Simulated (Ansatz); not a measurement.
# Au wire along [100], 24 atoms a period: bands along the axis, part 2 of 2

Aim: is the Au wire along [100], 24 atoms a period a metal or a semiconductor?

Ansatz 0.2.0; DFT PBE, plane waves, PAW; relaxation of a wire's period; PAW set soft_1 (the session's first sound run).

So far: The structure; The relaxed wire.

**2. The relaxed wire (continued)**

Relaxation path:

| step | energy less that of the first step (eV) | largest force component (eV/Å) | pressure (GPa) | volume (Å³) |
| --- | --- | --- | --- | --- |
| 1 | 0.0000 | 0.6955 | -2.02 | 1230.69 |
| 2 | -0.6362 | 0.3518 | 1.59 | 1188.22 |
| 3 | -0.8529 | 0.0716 | -0.27 | 1203.75 |
| 4 | -0.8638 | 0.0116 | -0.01 | 1202.43 |
| 5* | -0.8602 | 0.0115 | -0.01 | 1202.43 |

Relaxation steps marked * repeat the geometry before them on a plane-wave basis chosen anew for their cell, so energy and pressure can jump there.

The run keeps the 16 symmetry operations that it works with, so distortions that break them were not tested.

```csv
cell as run,before,after,change
c (Å),4.160,4.064,-2.3 %
```

The atoms that moved most (Å, along periodic axes as changes of fractional coordinates times the final cell, across vacuum about the mean position):

| atom | dx | dy | dz | length |
| --- | --- | --- | --- | --- |
| Au18 | 0.047 | -0.146 | 0.000 | 0.154 |
| Au9 | -0.047 | -0.146 | 0.000 | 0.154 |
| Au24 | -0.146 | 0.047 | 0.000 | 0.154 |
| Au12 | -0.146 | -0.047 | 0.000 | 0.154 |
| Au1 | 0.146 | 0.047 | 0.000 | 0.154 |
| Au4 | 0.047 | 0.146 | 0.000 | 0.154 |
| Au13 | 0.146 | -0.047 | 0.000 | 0.154 |
| Au19 | -0.047 | 0.146 | 0.000 | 0.154 |

This step gave:

- energy at zero smearing: -315619.5364 eV
- cell length along the wire: 4.064 Å

The cell's length comes to 4.064 Å with spin left out.

**3. Bands of the perfect wire**

This step: DFT PBE, plane waves, PAW; bands of a perfect wire; PAW set soft_1 (Ansatz 0.2.0).

At the relaxed period the bands are computed along the axis; those that cross an energy going forward count the channels that a perfect wire would open there.

File input.yaml:

```yaml
crystal:
  lattice:
    - [17.2, 0.0, 0.0]
    - [0.0, 17.2, 0.0]
    - [0.0, 0.0, 4.0644569437]
  atoms:
    - { symbol: Au, position: [0.206163283, 0.442295766, 0.0] }
    - { symbol: Au, position: [0.317993129, 0.317993129, 0.0] }
    - { symbol: Au, position: [0.317900892, 0.565843987, 0.0] }
    - { symbol: Au, position: [0.442295766, 0.206163283, 0.0] }
    - { symbol: Au, position: [0.43974997, 0.43974997, 0.0] }
    - { symbol: Au, position: [0.434156013, 0.682099108, 0.0] }
    - { symbol: Au, position: [0.565843987, 0.317900892, 0.0] }
    - { symbol: Au, position: [0.56025003, 0.56025003, 0.0] }
    - { symbol: Au, position: [0.557704234, 0.793836717, 0.0] }
    - { symbol: Au, position: [0.682099108, 0.434156013, 0.0] }
    - { symbol: Au, position: [0.682006871, 0.682006871, 0.0] }
    - { symbol: Au, position: [0.793836717, 0.557704234, 0.0] }
    - { symbol: Au, position: [0.206163283, 0.557704234, 0.5] }
    - { symbol: Au, position: [0.317900892, 0.434156013, 0.5] }
    - { symbol: Au, position: [0.317993129, 0.682006871, 0.5] }
    - { symbol: Au, position: [0.434156013, 0.317900892, 0.5] }
    - { symbol: Au, position: [0.43974997, 0.56025003, 0.5] }
    - { symbol: Au, position: [0.442295766, 0.793836717, 0.5] }
    - { symbol: Au, position: [0.557704234, 0.206163283, 0.5] }
    - { symbol: Au, position: [0.56025003, 0.43974997, 0.5] }
    - { symbol: Au, position: [0.565843987, 0.682099108, 0.5] }
    - { symbol: Au, position: [0.682006871, 0.317993129, 0.5] }
    - { symbol: Au, position: [0.682099108, 0.565843987, 0.5] }
    - { symbol: Au, position: [0.793836717, 0.442295766, 0.5] }
kpoints:
  mp_grid: { grid: [1, 1, 20] }
  band_path: { path: ["Γ", Z], npoints: 90 }
scf:
  occupations: { method: fermi_dirac, width: 0.05 }
hamiltonian:
  xc: pbe
  pseudopotentials: { kind: paw, azcp: { folder: soft_1 } }
output:
  dos: { e_range: [-5, 4] }
  write_potential: true
  write_density: true
  volumetric_format: npy
```

On the command line:

```
> ansatz run input.yaml --threads 4 --pin off --max-ram 16384MiB --backend cpu --events-out ev --progress --plain --runs-dir out
```

Numbers of over 12 decimals in the logs are rounded to 6 here.

The log of the run:

```text
[...]
Crystal: 24 atoms, lattice volume = 1202.429 Å³
Basis set: ecut = 420 eV, 23549 PW (Γ)
Bands: 274, of which v1, the nominal top of the filled ones, is band 228 counted from 1 (227 counted from 0)
Symmetry: 16 space group operations
[...]
k-points: 11 of 20
[...]
SCF iter   1: F=—  HF=-315624.579736 eV  |F-HF|=—  |Δ(HF+E_count)|=         —  Δρ=3.54e-2  dr2=1.87e1  ethr=3.10e-3  ⟨swp⟩=6.3  Hψ=11393  notcnv=0  defer=197
[...]
SCF iter  10: F=-315619.567720 eV  HF=-315619.567720 eV  |F-HF|=1.01e-8  |Δ(HF+E_count)|=   9.22e-8  Δρ=8.70e-7  dr2=8.79e-9  ethr=2.19e-11  ⟨swp⟩=4.7  Hψ=6956  notcnv=0
SCF 1 converged in 10 iterations: F = -315619.567720 eV  dr2 = 8.79e-9
[...]
NSCF: frozen V_eff on 91 k-points
WARN: pass on a band path, mesh or list of k-points: the 91 k-points are solved 48 at a time at the most, because the 14.40 GiB of host memory that the pass is priced against does not hold them all with the solver's workspace as planned. The pass can take longer, above all where fewer k-points are solved at a time than the run has threads. As a rule a larger memory budget leaves room for more at once. The budget is what a run with no `--max-ram-frac` typed is planned for, 0.8 of the host's memory or its container's limit. More memory there lifts it, and so does a share over 0.88 that is typed (of such a share the budget is ten elevenths): [rest of the remark cut]
WARN: The output density's exchange-correlation potential varies sharply where the density is thin. Do not read a vacuum level from v_tot or v_xc, or from such a field of the output density. On a cell that repeats whose density bears no net charge and no dipole along the vacuum's axis use v_es (v_loc + v_h of the components); under efield.dipole_correction with no amplitude use v_es + v_field, which holds any externa [...]
SCF converged after 10 iterations
Free energy (F): -315619.567720 eV
[...]
Internal energy: -315619.505576 eV  (E = F + TS)
E sigma→0 (E₀):  -315619.536648 eV
Entropy (-TS):   -0.062144 eV (-2.589 meV/atom)
Fermi energy:    3.659497 eV
[...]
--- Band table (eV; the first three rows and the last of 11) ---
  k-point 0: bands = [... 224 lower, 2.4152, 2.7066, 2.7066, 3.1513, 3.5085, 4.2709, 4.3520, 4.4698, ... 42 higher]
  k-point 1: bands = [... 224 lower, 2.4677, 2.7242, 2.7242, 3.1699, 3.5508, 4.2912, 4.3794, 4.5147, ... 42 higher]
  k-point 2: bands = [... 224 lower, 2.6167, 2.7713, 2.7713, 3.2276, 3.6668, 4.3454, 4.4588, 4.6403, ... 42 higher]
  k-point 10: bands = [... 224 lower, 2.9981, 2.9981, 3.2741, 3.2741, 3.9214, 3.9214, 4.2170, 4.2170, ... 42 higher]
```

Run time: 5.5 min. Hardware: 4 threads of Intel Xeon Platinum 8488C (Sapphire Rapids), shared host; peak memory 9.5 GiB; 22 min of CPU time.

Numbers from this step:

```
energy at zero smearing : -315619.5366 eV
band gap                : 0 eV
```

Electronic bands along the path, in eV, zero at the Fermi level; # counts the bands kept:

```csv
point,#59,#60,#61,#62,#63,#64,#65,#66
Γ,-1.24,-0.95,-0.95,-0.51,-0.15,0.61,0.69,0.81
halfway,-0.61,-0.61,-0.20,-0.10,0.00,0.66,1.24,1.24
Z,-0.66,-0.66,-0.39,-0.39,0.26,0.26,0.56,0.56
```

Between Γ and Z the bands cross the Fermi level 7 times, so a perfect wire would conduct at least 7 G₀, with spin left out.

**4. What came out**

* cell length, PBE: 4.064 Å
* ballistic conductance by band crossings, a lower bound, PBE: 7 G₀

**Reading.** Under PBE the cell's length is 4.06 Å, and the bands cross the Fermi level 7 times between Γ and Z, which gives a perfect wire at least 7 G₀ (opposite crossings within one step of the path cancel in such a count). Spin-orbit coupling is left out, which matters for the bands of heavy atoms.

[Logs are printed without paths, hosts, clocks, repeated set-up lines and the standing remarks that a program may print on its own settings, such as how far it seeks lower states.]

[Hosts, paths, dates, database ids (printed as entryN), source tags and the programs' standing remarks are cut or masked in the printed files.]
